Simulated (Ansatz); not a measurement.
**Phonon transport in Sr2C (hypothetical, Fm-3m)**

How well does the lattice of Sr2C (hypothetical) conduct heat? The compound is hypothetical: it was made by swapping elements on a known structure type.

Method: DFT LDA, scalar-relativistic, plane waves, PAW, in Ansatz 0.2.0.

### 1. The starting structure

The structure is cubic, space group Fm-3m (No. 225). The conventional cell has a = 7.251 Å, b = 7.251 Å, c = 7.251 Å, α = 90.00°, β = 90.00°, γ = 90.00°. Nearest to Sr lie 4 C at 3.14 Å. C has 8 Sr at 3.14 Å nearest. Farther neighbours are not listed.

### 2. Probe on a coarse mesh

A cheap single point shows whether the cell is a metal or an insulator and how far it is from rest; that sets the k-mesh and the occupations of what follows.

input.yaml

```yaml
crystal:
  lattice:
    - [0.0, 3.62562, 3.62562]
    - [3.62562, 0.0, 3.62562]
    - [3.62562, 3.62562, 0.0]
  atoms:
    - { symbol: Sr, position: [0.25, 0.25, 0.25] }
    - { symbol: Sr, position: [0.75, 0.75, 0.75] }
    - { symbol: C, position: [0.0, 0.0, 0.0] }
kpoints:
  mp_grid: { grid: [4, 4, 4] }
hamiltonian:
  xc: lda
scf:
  occupations: { method: gaussian, width: 0.1 }
output:
  forces: true
  stress: true
  eigenvalues: true
```

Run with:

```
> ansatz run input.yaml --threads 4 --pin off --max-ram 16384MiB --backend cpu --events-out ev --progress --plain --runs-dir out
```

Numbers of over 12 decimals in the logs are rounded to 6 here.

The log of the run:

```text
Engine: ansatz 0.2.0, aarch64-unknown-linux-gnu
Pseudopotentials: kind: paw
Pseudopotential: Sr, paw, valence charge 10, recommended cutoff 420 eV (normal), Sr.paw.azcp
Pseudopotential: C, paw, valence charge 4, recommended cutoff 420 eV (normal), C.paw.azcp
Functional definition: SPW92
  exchange = slater_x
  correlation = pw_c
Crystal: 3 atoms, lattice volume = 95.318 Å³
Basis set: ecut = 420 eV, 1837 PW (Γ)
Bands: 16, of which v1, the nominal top of the filled ones, is band 12 counted from 1 (11 counted from 0)
Symmetry: 48 space group operations
Space group: Fm-3m (ITA 225), of the structure as read, at distance tolerance 4.6e-5 Å
k-points: 8 of 64
Non-local potential: Sr, projectors of the file, l = 0: 3, l = 1: 2, l = 2: 2
Non-local potential: C, projectors of the file, l = 0: 2, l = 1: 2, l = 2: 1
PAW form: soft (Blöchl's): semilocal exchange-correlation on the pseudo side does not see the compensation charge
PAW frozen core: Sr, regenerated for the run's functional, and the local potential with it (the file was generated under x = pbe(κ = 0.804, μ = 0.219515), c = pbe(β = 0.066725))
PAW frozen core: C, regenerated for the run's functional, and the local potential with it (the file was generated under x = pbe(κ = 0.804, μ = 0.219515), c = pbe(β = 0.066725))
PAW one-centre angular grid: Sr, 110 points (default); XC on 64 Gauss nodes
PAW one-centre angular grid: C, 110 points (default); XC on 64 Gauss nodes
Initial density: superposition of atomic densities (neutral atoms: chi_scale 0, normalization atom), corrected by the library's trained network
Initial wavefunctions: pseudopotential atomic-orbital guess
Functional: x = slater, c = lda
SCF iter   1: F=—  HF=-7129.266693 eV  |F-HF|=—  |Δ(HF+E_count)|=         —  Δρ=5.65e-3  dr2=4.68e-2  ethr=1.77e-3  ⟨swp⟩=9.5  Hψ=860  notcnv=0
preconditioner: auto → Kerker (q_TF=auto, 2.168 Å⁻¹)  [metal: Δε(μ)=0.088 eV  Ē_g=4.504 eV  σ=0.100 eV  W_gap=0.47  n_scr=14 (ndim 8)  ℏωp=10.8 eV  f_vac=0.000  D(μ)=1.49/eV (n_scr^D=8)]
SCF iter   2: F=—  HF=-7129.262687 eV  |F-HF|=—  |Δ(HF+E_count)|=   4.01e-3  Δρ=2.93e-3  dr2=8.09e-3  ethr=1.95e-4  ⟨swp⟩=1.5  Hψ=205  notcnv=0
preconditioner: auto → none  [insulator: Δε(μ)=0.183 eV  Ē_g=4.567 eV  σ=0.100 eV  W_gap=0.78  n_scr=14 (ndim 8)  ℏωp=10.8 eV  f_vac=0.000  D(μ)=0.95/eV (n_scr^D=0)  ε∞_Penn≈6.5]
SCF iter   3: F=—  HF=-7129.262393 eV  |F-HF|=—  |Δ(HF+E_count)|=   2.94e-4  Δρ=1.31e-3  dr2=1.17e-3  ethr=3.37e-5  ⟨swp⟩=2.0  Hψ=152  notcnv=0
SCF iter   4: F=—  HF=-7129.262481 eV  |F-HF|=—  |Δ(HF+E_count)|=   8.80e-5  Δρ=1.75e-4  dr2=2.13e-5  ethr=4.89e-6  ⟨swp⟩=1.0  Hψ=128  notcnv=0
SCF iter   5: F=—  HF=-7129.262479 eV  |F-HF|=—  |Δ(HF+E_count)|=   1.83e-6  Δρ=1.26e-5  dr2=2.08e-7  ethr=8.88e-8  ⟨swp⟩=2.6  Hψ=228  notcnv=0
SCF iter   6: F=-7129.262479 eV  HF=-7129.262479 eV  |F-HF|=1.43e-9  |Δ(HF+E_count)|=   3.42e-8  Δρ=3.12e-6  dr2=6.53e-9  ethr=4.17e-10  ⟨swp⟩=6.8  Hψ=667  notcnv=0
SCF 1 converged in 6 iterations: F = -7129.262479 eV  dr2 = 6.53e-9
  greatest PAW one-centre occupation: 0.987 electrons in one spin orbital (limit 2), on the Sr atom at site 1 (counted from 0), in its partial waves of l = 0
SCF converged after 6 iterations
Free energy (F): -7129.262479 eV
Harris-Foulkes:  -7129.262479 eV  (|F-HF|=1.43e-9)
Internal energy: -7129.257114 eV  (E = F + TS)
E sigma→0 (E₀):  -7129.259796 eV
Entropy (-TS):   -0.005366 eV (-1.789 meV/atom)
Fermi energy:    5.898224 eV
--- Per-component energies (eV) ---
  E_band       = -232.312726
  E_kinetic    = 564.067433
  E_local      = -1506.035491  (includes V_loc(G=0)·N_el)
  E_nonlocal   = 439.938870
  E_hartree    = 368.806220
  E_xc         = -385.283009
  E_vxc        = -375.634162  (∫ρ·V_xc dr)
  E_paw        = -5284.293201  (= ΣΔE_a)
  E_vpaw       = -92.259798  (= ΣTr[D̂ρ^β])
  E_aug_tail   = 0.000002  (compensation charges beyond the density's cutoff)
  E_ewald      = -1327.109041
  E_core_change = 0.651103  (= ΣΔE_core)
  E_smearing   = -0.005366  (= −TS)
  E_closure    = 0.000000  (closes the sum)
  Σ components = -7129.262479   (vs F -7129.262479, Δ=0.00e0)
--- Forces (eV/Å), atoms counted from 1 ---
  atom   1  Sr    -0.00000000     0.00000000    -0.00000000
  atom   2  Sr    -0.00000000     0.00000000    -0.00000000
  atom   3  C     -0.00000000    -0.00000000    -0.00000000
  max |Σ_I F_I| component: 1.30e-16 eV/Å
--- Stress (GPa, compression-positive) ---
       -7.633286       0.000000       0.000000
       -0.000000      -7.633286       0.000000
        0.000000      -0.000000      -7.633286
  P = ⅓ Tr σ = -7.6333 GPa (-76.333 kbar)
--- Band table (eV; the first three rows and the last of 8) ---
  k-point 0: bands = [... 8 lower, -1.8708, 4.9767, 4.9767, 4.9767, 5.2514, 7.2108, 7.2108, 10.1553]
  k-point 1: bands = [... 8 lower, -1.6982, 4.2019, 5.2188, 5.2188, 7.0530, 7.5582, 7.5582, 8.9246]
  k-point 2: bands = [... 8 lower, -1.5341, 4.2568, 5.4968, 5.4968, 7.7947, 8.0898, 8.2262, 8.2262]
  k-point 7: bands = [... 8 lower, -1.4572, 4.7969, 4.7969, 5.7529, 6.1871, 8.1496, 8.1496, 9.2545]
```

Wall time 0.4 s (4 threads of Arm Neoverse V1, shared host); peak memory 0.29 GiB.

Numbers from this step:

```
pressure          : -7.633 GPa
volume per atom   : 31.77 Å³
gap on the k-mesh : 0 eV
```

The start is under -7.6 GPa at this level and looks like a metal on this mesh.

### 3. Relaxation

Phonons are second derivatives about a minimum, so cell and atoms are relaxed first, inside the symmetry of the start.

Edit input.yaml of step 2 so:

```diff
@@ -10,3 +10,3 @@
 kpoints:
-  mp_grid: { grid: [4, 4, 4] }
+  mp_grid: { grid: [10, 10, 10] }
 hamiltonian:
@@ -19 +19,6 @@
   eigenvalues: true
+relax:
+  adjacent_minimum: "off"
+  f_tol: 0.005
+  max_steps: 80
+  cell: { stress_tol: 0.05 }
```

The log of the run:

```text
[...]
Crystal: 3 atoms, lattice volume = 95.318 Å³
Basis set: ecut = 420 eV, 1837 PW (Γ)
Bands: 16, of which v1, the nominal top of the filled ones, is band 12 counted from 1 (11 counted from 0)
Symmetry: 48 space group operations
[...]
k-points: 47 of 1000
[...]
SCF iter   1: F=—  HF=-7129.258460 eV  |F-HF|=—  |Δ(HF+E_count)|=         —  Δρ=5.20e-3  dr2=3.36e-2  ethr=1.77e-3  ⟨swp⟩=9.4  Hψ=5103  notcnv=0
[...]
SCF iter   6: F=-7129.255375 eV  HF=-7129.255375 eV  |F-HF|=9.97e-10  |Δ(HF+E_count)|=   1.97e-8  Δρ=2.46e-6  dr2=3.18e-9  ethr=4.17e-10  ⟨swp⟩=7.1  Hψ=4094  notcnv=0
SCF 1 converged in 6 iterations: F = -7129.255375 eV  dr2 = 3.18e-9
[...]
relax step   1: F+E_penalty+E_count = -7129.25537465 eV  Δ(F+E_penalty+E_count) = +0.000e0 eV  max|allowed force component| = 7.864e-17 eV/Å  Δτ_max = 0.0000 Å  P = -7.633 GPa  Ω = 95.318 Å³  (6 SCF iters, dr2 threshold 1.00e-7 eV, accepted)
Crystal: 3 atoms, lattice volume = 82.047 Å³
Basis set: ecut = 420 eV, 1639 PW (Γ)
[...]
iter 1 solved again at ethr=9.72e-4 eV; its pass at ethr=3.10e-3 eV (dr2=2.33e-1 eV) is discarded
[...]
SCF iter   8: F=-7129.809555 eV  HF=-7129.809555 eV  |F-HF|=1.07e-8  |Δ(HF+E_count)|=   2.64e-8  Δρ=4.24e-6  dr2=2.02e-8  ethr=9.04e-10  ⟨swp⟩=3.0  Hψ=3308  notcnv=0
SCF 2 converged in 8 iterations: F = -7129.809555 eV  dr2 = 2.02e-8
relax step   2: F+E_penalty+E_count = -7129.80955494 eV  Δ(F+E_penalty+E_count) = -5.542e-1 eV  max|allowed force component| = 3.331e-16 eV/Å  Δτ_max = 0.0000 Å  P = -5.263 GPa  Ω = 82.047 Å³  energy of the carried Pulay correction = +6.057e-3 eV  (8 SCF iters, dr2 threshold 3.00e-7 eV, accepted)
Crystal: 3 atoms, lattice volume = 70.068 Å³
Basis set: ecut = 420 eV, 1363 PW (Γ)
[...]
SCF iter   7: F=-7130.057895 eV  HF=-7130.057895 eV  |F-HF|=2.12e-8  |Δ(HF+E_count)|=   2.39e-7  Δρ=5.75e-6  dr2=3.01e-8  ethr=1.25e-9  ⟨swp⟩=7.1  Hψ=3998  notcnv=0
SCF 3 converged in 7 iterations: F = -7130.057895 eV  dr2 = 3.01e-8
relax step   3: F+E_penalty+E_count = -7130.05789486 eV  Δ(F+E_penalty+E_count) = -2.483e-1 eV  max|allowed force component| = 3.516e-16 eV/Å  Δτ_max = 0.0000 Å  P = -0.581 GPa  Ω = 70.068 Å³  energy of the carried Pulay correction = +1.236e-2 eV  (7 SCF iters, dr2 threshold 3.00e-7 eV, accepted)
[...]
relax step   4: F+E_penalty+E_count = -7130.06016748 eV  Δ(F+E_penalty+E_count) = -2.273e-3 eV  max|allowed force component| = 3.269e-16 eV/Å  Δτ_max = 0.0000 Å  P = +0.192 GPa  Ω = 68.823 Å³  energy of the carried Pulay correction = +1.307e-2 eV  (6 SCF iters, dr2 threshold 3.00e-7 eV, accepted)
[...]
relax step   5: F+E_penalty+E_count = -7130.06017876 eV  Δ(F+E_penalty+E_count) = -1.128e-5 eV  max|allowed force component| = 4.132e-16 eV/Å  Δτ_max = 0.0000 Å  P = +0.005 GPa  Ω = 69.112 Å³  energy of the carried Pulay correction = +1.291e-2 eV  (5 SCF iters, dr2 threshold 9.19e-8 eV, accepted)
[...]
relax step   6: F+E_penalty+E_count = -7130.05648089 eV  Δ(F+E_penalty+E_count) = +3.698e-3 eV  max|allowed force component| = 2.467e-16 eV/Å  Δτ_max = 0.0000 Å  P = -0.086 GPa  Ω = 69.112 Å³  stress off target by 8.63e-2 GPa  SCF on the basis re-selected at this cell (its energy is not comparable with the rows above)  (7 SCF iters)
[...]
relax step   7: F+E_penalty+E_count = -7130.05659119 eV  Δ(F+E_penalty+E_count) = -1.103e-4 eV  max|allowed force component| = 2.899e-16 eV/Å  Δτ_max = 0.0000 Å  P = +0.001 GPa  Ω = 68.978 Å³  energy of the carried Pulay correction = +7.441e-5 eV  (5 SCF iters, dr2 threshold 1.86e-8 eV, accepted)
[...]
SCF iter   1: F=—  HF=-7130.056513 eV  |F-HF|=—  |Δ(HF+E_count)|=         —  Δρ=5.20e-6  dr2=4.15e-9  ethr=6.62e-7  ⟨swp⟩=3.0  Hψ=7201  notcnv=0
eigensolver tolerance schedule: the retry pair's looser diagonalisation over-reported the residual by 38278.45 of it (diagonalisation noise at an unbounded share of the residual, at the tolerance the schedule requests for it); recorded, not acted on — ethr = c·dr2/N_el stays at c = 1.0e-1
[...]
SCF iter   2: F=—  HF=-7130.056513 eV  |F-HF|=—  |Δ(HF+E_count)|=   6.02e-7  Δρ=2.60e-6  dr2=1.33e-9  ethr=1.73e-11  ⟨swp⟩=4.1  Hψ=2115  notcnv=0
[...]
SCF iter   6: F=-7130.056513 eV  HF=-7130.056513 eV  |F-HF|=1.82e-12  |Δ(HF+E_count)|=  1.82e-12  Δρ=1.96e-8  dr2=2.99e-13  ethr=1.00e-12  ⟨swp⟩=6.7  Hψ=3768  notcnv=0
SCF 8 converged in 6 iterations: F = -7130.056513 eV  dr2 = 2.99e-13
relax step   8: F+E_penalty+E_count = -7130.05651281 eV  Δ(F+E_penalty+E_count) = +7.839e-5 eV  max|allowed force component| = 3.269e-16 eV/Å  Δτ_max = 0.0000 Å  P = -0.000 GPa  Ω = 68.978 Å³  stress off target by 3.25e-4 GPa  SCF on the basis re-selected at this cell (its energy is not comparable with the rows above)  (6 SCF iters)
[...]
SCF converged after 6 iterations
Free energy (F): -7130.056513 eV
[...]
Internal energy: -7130.051880 eV  (E = F + TS)
E sigma→0 (E₀):  -7130.054197 eV
Entropy (-TS):   -0.004632 eV (-1.544 meV/atom)
Fermi energy:    9.008075 eV
[...]
--- Stress (GPa, compression-positive) ---
       -0.000325      -0.000000      -0.000000
       -0.000000      -0.000325       0.000000
       -0.000000       0.000000      -0.000325
  P = ⅓ Tr σ = -0.0003 GPa (-0.003 kbar)
--- Band table (eV; the first three rows and the last of 47) ---
  k-point 0: bands = [... 8 lower, 0.7275, 7.3458, 7.3458, 7.3458, 9.1538, 10.1205, 10.1205, 14.4571]
  k-point 1: bands = [... 8 lower, 0.7991, 7.1779, 7.4222, 7.4222, 9.6076, 10.2237, 10.2237, 13.9851]
  k-point 2: bands = [... 8 lower, 0.9797, 7.0072, 7.6360, 7.6360, 10.5231, 10.5231, 10.5552, 13.1628]
  k-point 46: bands = [... 8 lower, 1.4834, 7.5666, 8.2108, 8.7830, 9.2388, 11.6128, 11.6970, 13.1500]
--- Relaxed structure (6 steps of the walk, 6 accepted, 2 SCFs on fresh bases) ---
  F+E_penalty+E_count = -7130.05651281 eV   max|allowed force component| = 3.269e-16 eV/Å   (the final SCF, on the basis selected at the relaxed cell)
  cell:  # Å, volume = 68.9778 Å³
    - [0, 3.255065, 3.255065]
    - [3.255065, 0, 3.255065]
    - [3.255065, 3.255065, 0]
  atoms:
    - { symbol: Sr, position: [0.25, 0.25, 0.25] }
    - { symbol: Sr, position: [0.750000, 0.750000, 0.750000] }
    - { symbol: C, position: [0, 0, 0] }
```

Elapsed: 8.8 s, on 4 threads; peak memory 0.4 GiB; 33 s of CPU time.

Relaxation path:

| step | energy less that of the first step (eV) | largest force component (eV/Å) | pressure (GPa) | volume (Å³) |
| --- | --- | --- | --- | --- |
| 1 | 0.0000 | 0.0000 | -7.63 | 95.32 |
| 2 | -0.5542 | 0.0000 | -5.26 | 82.05 |
| 3 | -0.8025 | 0.0000 | -0.58 | 70.07 |
| 4 | -0.8048 | 0.0000 | 0.19 | 68.82 |
| 5 | -0.8048 | 0.0000 | 0.01 | 69.11 |
| 6* | -0.8011 | 0.0000 | -0.09 | 69.11 |
| 7 | -0.8012 | 0.0000 | 0.00 | 68.98 |
| 8* | -0.8011 | 0.0000 | 0.00 | 68.98 |

Relaxation steps marked * repeat the geometry before them on a plane-wave basis chosen anew for their cell, so energy and pressure can jump there.

Forces are held to the 48 operations that the run works with; a distortion that breaks them can't arise in this run.

```
conventional cell, symmetrised  before  after   change
                         a (Å)   7.251  6.510  -10.2 %
                         b (Å)   7.251  6.510  -10.2 %
                         c (Å)   7.251  6.510  -10.2 %
              volume (Å³/atom)   31.77  22.99  -27.6 %
```

The relaxed structure:

```
Sr C
1.0
     0.00000    3.25507    3.25507
     3.25507    0.00000    3.25507
     3.25507    3.25507    0.00000
Sr C
2 1
Direct
  0.25000 0.25000 0.25000
  0.75000 0.75000 0.75000
  0.00000 0.00000 0.00000
```

This step gave:

* pressure: -3.25e-4 GPa
* volume per atom: 22.99 Å³

The relaxation ends with a pressure of 0.00 GPa.

(Continued in part 2 of 5.)

[Logs are printed without paths, hosts, clocks, repeated set-up lines and the standing remarks that a program may print on its own settings, such as how far it seeks lower states.]

[Hosts, paths, dates, database ids (printed as entryN), source tags and the programs' standing remarks are cut or masked in the printed files.]

[A step with changed settings may run another functional than the one named; its input shows which.]

[Pressures of single members of a volume series are the stress at the run's cutoff; with an incomplete basis they can lie off −dE/dV of the same runs, and they are not shown converged.]
